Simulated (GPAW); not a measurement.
## A Si chain with a Se atom on top of one atom: transmission at several levels

Wanted: the zero-bias transmission of a Si chain with a Se atom on top of one atom on a ladder of levels, with run times.

Calculated with GPAW 26.7.0; GPAW LCAO, PAW setups; Landauer transmission from Green's functions with principal layers (ASE), zero bias.

Most raw output is cut from this account.

### Step 1. The starting structure

The cell holds 12 atoms: 11 Si and 1 Se. Its edges and angles: a = 9.000 Å, b = 9.000 Å, c = 24.200 Å, α = 90.0°, β = 90.0°, γ = 90.0°. Regions: left lead, 5 atoms (5 Si); channel, 2 atoms (1 Si and 1 Se); right lead, 5 atoms (5 Si). Vacuum lies along a and b. The structure is stacked along c, and the current runs across the ab planes.

### Step 2. GPAW, dzp

Localised orbitals split the wire into layers that couple to their neighbours alone, which is what the Green's function method needs; double zeta with polarisation is the usual level for numbers.

run.py

```python
import json
import numpy as np
from ase import Atoms
from ase.transport.calculators import TransportCalculator
from gpaw import GPAW, FermiDirac
from gpaw.lcao.tools import get_lcao_hamiltonian
from scipy.linalg import eigh

# The junction with lead layers at both ends, along the third cell vector
device = Atoms(
    ['Si', 'Si', 'Si', 'Si', 'Si', 'Si', 'Se', 'Si', 'Si', 'Si', 'Si', 'Si'],
    positions=[
        [4.50000, 4.50000, 1.10000],
        [4.50000, 4.50000, 3.30000],
        [4.50000, 4.50000, 5.50000],
        [4.50000, 4.50000, 7.70000],
        [4.50000, 4.50000, 9.90000],
        [4.50000, 4.50000, 12.10000],
        [6.59150, 4.50000, 12.10000],
        [4.50000, 4.50000, 14.30000],
        [4.50000, 4.50000, 16.50000],
        [4.50000, 4.50000, 18.70000],
        [4.50000, 4.50000, 20.90000],
        [4.50000, 4.50000, 23.10000]],
    cell=[[9.0, 0.0, 0.0], [0.0, 9.0, 0.0], [0.0, 0.0, 24.2]],
    pbc=True)

# One principal layer of the lead: the first 3 atoms of the device
lead = Atoms(
    ['Si', 'Si', 'Si'],
    positions=[
        [4.50000, 4.50000, 1.10000],
        [4.50000, 4.50000, 3.30000],
        [4.50000, 4.50000, 5.50000]],
    cell=[[9.0, 0.0, 0.0], [0.0, 9.0, 0.0], [0.0, 0.0, 6.6]],
    pbc=True)

settings = dict(mode='lcao', basis='dzp', xc='PBE', h=0.2,
                occupations=FermiDirac(0.1), maxiter=250,
                mixer=dict(beta=0.1, nmaxold=8, weight=100.0),
                convergence=dict(density=0.0001))
energies = np.arange(-3, 3 + 1e-9, 0.075)
eta = 0.0001
n1, n2 = 1, 1
# k and -k transmit alike, so half of the mesh across the current serves
mesh = [(i, j) for i in range(n1) for j in range(n2) if (i, j) <= (-i % n1, -j % n2)]
weights = np.array([1 if (i, j) == (-i % n1, -j % n2) else 2 for i, j in mesh]) / (n1 * n2)

# [... helper functions left out ...]
fermi_lead = ground_state(lead, (1, 1, 17), 'lead.txt')
fermi_device = ground_state(device, (1, 1, 3), 'device.txt')
# [... loop over the mesh left out, but for ...]
        # Shift the lead onto the potential of the device's first layer
        shift = ((H[:, 0, 0] - H0[:, 0, 0]) / S0[0, 0]).real.mean()
# [...]
kT = 8.617333e-5 * 300
bias = [0.1, 0.2, 0.5, 1.0, 1.5, 2.0]
# [... integrals and printing left out ...]
```

Started as:

```console
$ OMP_NUM_THREADS=1 OPENBLAS_NUM_THREADS=1 python run.py
```

It took 33 s on 1 thread of Arm Neoverse V1, shared host; peak memory 0.81 GiB.

Numbers from this step:

```
conductance                                    : 1.385 G₀
thermopower                                    : -3.898 μV/K
largest coupling past the next principal layer : 5.06e-5 eV
largest misfit of the first principal layer    : 0.04195 eV
shift that aligns the lead                     : -0.004807 eV
basis functions of the junction                : 156
basis functions of a principal layer           : 39
transmission at the Fermi level (one spin)     : 1.384
```

One spin. The transmission, zone mean by energy, zero at the Fermi level:

```
energy (eV)  transmission, zone mean
    -3.0000                  1.8e-11
    -2.7750                  7.2e-12
    -2.4750                  7.4e-12
    -2.2500                  6.8e-12
    -2.0250                  4.2e-11
    -1.7250                  4.5e-11
    -1.5000                  1.3e-10
    -1.2750                    0.221
    -1.0500                    0.996
    -0.9750                    0.145
    -0.7500                     1.15
    -0.5250                     1.22
    -0.2250                     1.25
     0.0000                     1.38
     0.2250                     1.56
     0.5250                     1.77
     0.7500                     1.89
     0.9750                     1.97
     1.2750                     2.03
     1.5000                     2.04
     1.7250                     2.04
     2.0250                     2.03
     2.2500                     2.02
     2.4750                     2.01
     2.7750                     2.00
     3.0000                     2.00
```

Not self-consistent under bias; the bias window is split evenly. The current through one cell, from the zero-bias transmission by bias:

```
bias (V)  current through one cell, from the zero-bias transmission (μA)
   0.100                                                            10.7
   0.200                                                            21.5
   0.500                                                            54.0
   1.000                                                             110
   1.500                                                             169
   2.000                                                             222
```

Transmission of the three most open eigenchannels against energy, zero at the Fermi level:

```
energy (eV)  channel 1  channel 2  channel 3
      -3.00    1.0e-11    7.4e-12          0
      -2.85    6.9e-12          0          0
      -2.70    6.5e-12          0          0
      -2.55    6.3e-12    1.2e-12          0
      -2.33    6.2e-12          0          0
      -2.17    6.8e-12          0          0
      -2.02    3.3e-11    8.5e-12          0
      -1.88    5.3e-11    1.2e-11          0
      -1.73    3.0e-11    1.5e-11          0
      -1.57    6.4e-11    1.2e-11          0
      -1.35    0.00157     6.3e-4    4.0e-10
      -1.20      0.378     0.0991     2.6e-9
      -1.05      0.864      0.132     9.0e-8
      -0.90      0.648      0.139      0.131
      -0.75      0.849      0.187      0.115
      -0.60      0.907      0.221     0.0813
      -0.38      0.939      0.271     0.0122
      -0.23      0.950      0.298    0.00395
      -0.07      0.957      0.313     0.0600
       0.00      0.960      0.315      0.108
       0.07      0.963      0.313      0.165
       0.23      0.969      0.299      0.292
       0.38      0.973      0.422      0.275
       0.60      0.980      0.605      0.231
       0.75      0.983      0.708      0.202
       0.90      0.986      0.791      0.175
       1.05      0.988      0.854      0.152
       1.20      0.989      0.899      0.131
       1.35      0.990      0.931      0.112
       1.57      0.991      0.961     0.0863
       1.73      0.991      0.973     0.0713
       1.88      0.992      0.982     0.0578
       2.02      0.992      0.988     0.0460
       2.17      0.992      0.992     0.0359
       2.33      0.995      0.992     0.0276
       2.55      0.998      0.992     0.0185
       2.70      0.999      0.992     0.0143
       2.85      0.999      0.992     0.0114
       3.00      0.999      0.992    0.00962
```

Couplings past the next layer reach 5.1e-5 eV, small enough to drop; the matrix elements of the cell's first layer differ from the bulk lead's by up to 0.042 eV. That layer keeps its own values in the calculation, and only beyond it is the lead taken as perfect. The Fermi levels of lead and junction count from different zeros of potential, one for each periodic cell; with both set to zero, the small remaining shift is what aligns them. By hand: G = 1.385 × 77.48 μS = 107 μS, a resistance of 9.32 kΩ; at 0.1 V a linear junction would pass 10.7 μA, and the integral over the bias window gives 10.7 μA. Mott's formula, S = -(π²/3)(k_B²T/e) d ln T/dE, has the prefactor 7.33 μV/K·eV at 300 K; T = 1.330 at -0.075 eV and 1.442 at 0.075 eV give a slope of 0.538 per eV and S = -3.94 μV/K, beside -3.90 μV/K from the thermal integral, which interpolates the same grid.

### Step 3. GPAW, szp: basis = "szp(dzp)"

One radial function a shell plus polarisation makes the matrices smaller; the question is what that costs.

Changes to run.py since step 2:

```diff
@@ -37,3 +37,3 @@
 
-settings = dict(mode='lcao', basis='dzp', xc='PBE', h=0.2,
+settings = dict(mode='lcao', basis='szp(dzp)', xc='PBE', h=0.2,
                 occupations=FermiDirac(0.1), maxiter=250,
```

Wall time 31 s (1 thread); peak memory 0.8 GiB.

This step gave:

```yaml
conductance: 1.378 G₀
thermopower: -2.913 μV/K
largest_coupling_past_the_next_principal_layer: 5.09e-5 eV
largest_misfit_of_the_first_principal_layer: 0.05330 eV
shift_that_aligns_the_lead: 7.50e-4 eV
basis_functions_of_the_junction: 108
basis_functions_of_a_principal_layer: 27
transmission_at_the_fermi_level_one_spin: 1.376
```

One spin. The transmission, zone mean by energy, zero at the Fermi level:

energy (eV), transmission, zone mean and a bar:
```
    -3.00       0.00 
    -2.77       0.00 
    -2.55       0.00 
    -2.40       0.00 
    -2.17       0.00 
    -1.95       0.00 
    -1.73       0.00 
    -1.57       0.00 
    -1.35       0.00 
    -1.12       0.44 ######
    -0.90       1.19 #################
    -0.75       1.28 ###################
    -0.53       1.33 ###################
    -0.30       1.31 ###################
    -0.07       1.34 ###################
     0.00       1.38 ####################
     0.07       1.42 #####################
     0.30       1.59 #######################
     0.53       1.75 #########################
     0.75       1.90 ###########################
     0.90       1.97 #############################
     1.12       2.03 #############################
     1.35       2.06 ##############################
     1.57       2.07 ##############################
     1.73       2.07 ##############################
     1.95       2.06 ##############################
     2.17       2.05 ##############################
     2.40       2.04 ##############################
     2.55       2.03 #############################
     2.77       2.02 #############################
     3.00       2.02 #############################
```

Not self-consistent under bias; the bias window is split evenly. The current through one cell, from the zero-bias transmission by bias:

```
bias (V)  current through one cell, from the zero-bias transmission (μA)
   0.100                                                            10.7
   0.200                                                            21.4
   0.500                                                            54.1
   1.000                                                             111
   1.500                                                             172
   2.000                                                             233
```

The transmission of the three most open eigenchannels by energy, zero at the Fermi level:

```
energy (eV)  channel 1  channel 2  channel 3
      -3.00    3.4e-11          0          0
      -2.77          0          0          0
      -2.55    1.2e-12          0          0
      -2.40    1.2e-12          0          0
      -2.17          0          0          0
      -1.95     3.5e-9          0          0
      -1.73    1.2e-10          0          0
      -1.57    3.0e-10          0          0
      -1.35     6.4e-9    9.5e-12    2.3e-12
      -1.12      0.248      0.118     0.0743
      -0.90      0.841      0.189      0.160
      -0.75      0.903      0.224      0.157
      -0.53      0.939      0.276      0.115
      -0.30      0.954      0.329     0.0278
      -0.07      0.963      0.363     0.0125
       0.00      0.966      0.367     0.0429
       0.07      0.969      0.366     0.0881
       0.30      0.976      0.340      0.273
       0.53      0.981      0.480      0.294
       0.75      0.986      0.666      0.245
       0.90      0.988      0.764      0.215
       1.12      0.990      0.867      0.177
       1.35      0.992      0.927      0.145
       1.57      0.993      0.959      0.118
       1.73      0.993      0.972      0.101
       1.95      0.994      0.985     0.0787
       2.17      0.994      0.992     0.0599
       2.40      0.997      0.994     0.0449
       2.55      0.998      0.995     0.0370
       2.77      0.999      0.995     0.0280
       3.00      0.999      0.995     0.0220
```

The conductance, 1.38 G₀, lies 0.5 % below that of the dzp run.

### Step 4. GPAW, sz: basis = "sz(dzp)"

One function for each valence shell of the setup, as for a first survey of a large system.

Changes to run.py since step 3:

```diff
@@ -37,3 +37,3 @@
 
-settings = dict(mode='lcao', basis='szp(dzp)', xc='PBE', h=0.2,
+settings = dict(mode='lcao', basis='sz(dzp)', xc='PBE', h=0.2,
                 occupations=FermiDirac(0.1), maxiter=250,
```

Wall time 22 s (1 thread); peak memory 0.74 GiB.

Numbers from this step:

```yaml
conductance: 1.476 G₀
thermopower: -3.441 μV/K
largest_coupling_past_the_next_principal_layer: 5.12e-5 eV
largest_misfit_of_the_first_principal_layer: 0.06194 eV
shift_that_aligns_the_lead: 0.009091 eV
basis_functions_of_the_junction: 48
basis_functions_of_a_principal_layer: 12
transmission_at_the_fermi_level_one_spin: 1.474
```

The conductance, 1.48 G₀, lies 6.6 % above that of the dzp run.

### Step 5. RPBE in the dzp basis: xc = "RPBE"

Back in the dzp basis, the functional changes from PBE to RPBE, to set the spread between functionals beside that between bases.

Changes to run.py since step 4:

```diff
@@ -37,3 +37,3 @@
 
-settings = dict(mode='lcao', basis='sz(dzp)', xc='PBE', h=0.2,
+settings = dict(mode='lcao', basis='dzp', xc='RPBE', h=0.2,
                 occupations=FermiDirac(0.1), maxiter=250,
```

Run time: 33 s. Hardware: 1 thread; peak memory 0.81 GiB.

This step gave:

```
conductance                                    : 1.373 G₀
thermopower                                    : -3.920 μV/K
largest coupling past the next principal layer : 4.99e-5 eV
largest misfit of the first principal layer    : 0.03989 eV
shift that aligns the lead                     : -0.006257 eV
basis functions of the junction                : 156
basis functions of a principal layer           : 39
transmission at the Fermi level (one spin)     : 1.372
```

The conductance, 1.37 G₀, lies 0.9 % below that of the dzp run.

### Step 6. Cost and result by level

Times are for 1 thread of Arm Neoverse V1, shared host. The runs compared:

```
no.       run  conductance (G₀)  time  memory (GiB)
  1       dzp             1.385  33 s          0.81
  2       szp             1.378  31 s           0.8
  3        sz             1.476  22 s          0.74
  4  dzp RPBE             1.373  33 s          0.81
```

### Step 7. The levels side by side

The curves are compared point by point over the common energies.

This step: comparison of transmission and cost over codes and levels (GPAW 26.7.0).

Ladder, by row:

```
    step  code  T at the Fermi level (sum over the listed spins)  conductance (G0)  r.m.s. T(E) from the first  wall time (s)  peak memory (GiB)  threads
     dzp  GPAW                                             1.384             1.385                           0             33               0.81        1
     szp  GPAW                                             1.375             1.378                      0.1313          30.79                0.8        1
      sz  GPAW                                             1.474             1.476                      0.1842          21.54               0.74        1
dzp-RPBE  GPAW                                             1.372             1.373                     0.04576          33.45               0.81        1
```

Transmission, zone mean, sum over the listed spins against energy, zero at the Fermi level:

```
energy (eV)      dzp      szp       sz  dzp-RPBE
      -3.00  1.8e-11  3.4e-11  4.6e-12   1.5e-11
      -2.77  7.2e-12  2.1e-13        0   7.1e-12
      -2.55  7.4e-12  1.2e-12  4.6e-13   7.3e-12
      -2.25  6.8e-12  7.5e-13  1.4e-12   6.7e-12
      -2.02  4.2e-11  2.6e-11  9.8e-13   3.5e-11
      -1.80  4.5e-11  1.1e-10  2.3e-10   3.8e-11
      -1.57  7.7e-11  3.0e-10   2.1e-9   5.9e-11
      -1.35  0.00219   6.5e-9   0.0852    0.0249
      -1.05    0.996    0.924     1.24      1.11
      -0.82     1.08     1.25     1.36      1.01
      -0.60     1.21     1.32     1.39      1.19
      -0.38     1.22     1.32     1.37      1.21
      -0.15     1.28     1.32     1.39      1.27
       0.00     1.38     1.38     1.47      1.37
       0.15     1.50     1.48     1.59      1.49
       0.38     1.67     1.65     1.76      1.66
       0.60     1.82     1.81     1.90      1.81
       0.82     1.92     1.93     2.01      1.92
       1.05     1.99     2.02     2.09      1.99
       1.35     2.03     2.06     2.13      2.03
       1.57     2.04     2.07     2.14      2.04
       1.80     2.03     2.06     2.13      2.03
       2.02     2.03     2.05     2.12      2.02
       2.25     2.02     2.04     2.10      2.02
       2.55     2.01     2.03     2.08      2.01
       2.77     2.00     2.02     2.07      2.00
       3.00     2.00     2.02     2.06      2.00
```

(Continued in part 2 of 2.)

[Logs are printed without paths, hosts, clocks, repeated set-up lines and the standing remarks that a program may print on its own settings, such as how far it seeks lower states.]

[Hosts, paths, dates, database ids (printed as entryN), source tags and the programs' standing remarks are cut or masked in the printed files.]
